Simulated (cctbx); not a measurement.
# What resolution and counting buy: ErIr2Pb2

Space group I4/mmm (no. 139), a = 4.6890 Å, b = 4.6890 Å, c = 10.6980 Å, α = 90.00°, β = 90.00°, γ = 90.00°.

```csv
atom,mult.,x,y,z,Ueq (Å²)
Pb1,4,1/2,1/2,0.1252,0.0068
Ir1,4,1/2,0,1/4,0.0068
Er1,2,0,0,0,0.0073
```

The model was made for the exercise: a known structure type with other elements put in, its volume estimated, not relaxed; displacement parameters are assumed.

Five simulated data sets (cctbx; Ag Kα, λ = 0.56087 Å; 2 % proportional error) differ in resolution or exposure (noise floor 15 counts in the first three, 8 in the last two). Each is refined with the right model, isotropic at 1.1 Å and anisotropic otherwise. How do the figures of merit and the uncertainties move?

```csv
d min (Å),top counts,"⟨I/σ⟩ (unmerged, absences included)",unique,param. (scale apart),Rint,R1,GooF,largest s.u. xyz (fractional),s.u. U of Er1 (Å²),largest error (Å)
1.1,20000,13.2,41,4,0.023,0.0047,0.90,0.00004,0.0003,0.0002
0.84,20000,12.0,82,7,0.023,0.0052,0.89,0.00002,0.0002,0.0005
0.6,20000,9.4,200,7,0.026,0.0070,0.97,0.00002,0.0001,0.0001
0.75,300,1.2,112,7,0.254,0.0491,0.98,0.00029,0.0016,0.0048
0.75,3000,5.3,112,7,0.050,0.0153,0.97,0.00005,0.0003,0.0010
```

The number of reflections grows roughly as 1/d³: 41, 82 and 200 here. R1 follows the noise rather than the truth: at 300 counts it is 0.0491, at 3000 counts 0.0153, while GooF is 0.98 and 0.97: the weights 1/σ² carry the noise. The s.u. of U (U11 where anisotropic) for Er1 goes 0.0003, 0.0002, 0.0001 Å² with resolution and 0.0016, 0.0003 Å² with exposure.

Hardware for the 0.6 Å refinement: 0.42 s on 1 thread of Arm Neoverse V1, on a shared host, peak memory 0.09 GiB.

[Logs are printed without paths, hosts, clocks, repeated set-up lines and the standing remarks that a program may print on its own settings, such as how far it seeks lower states.]
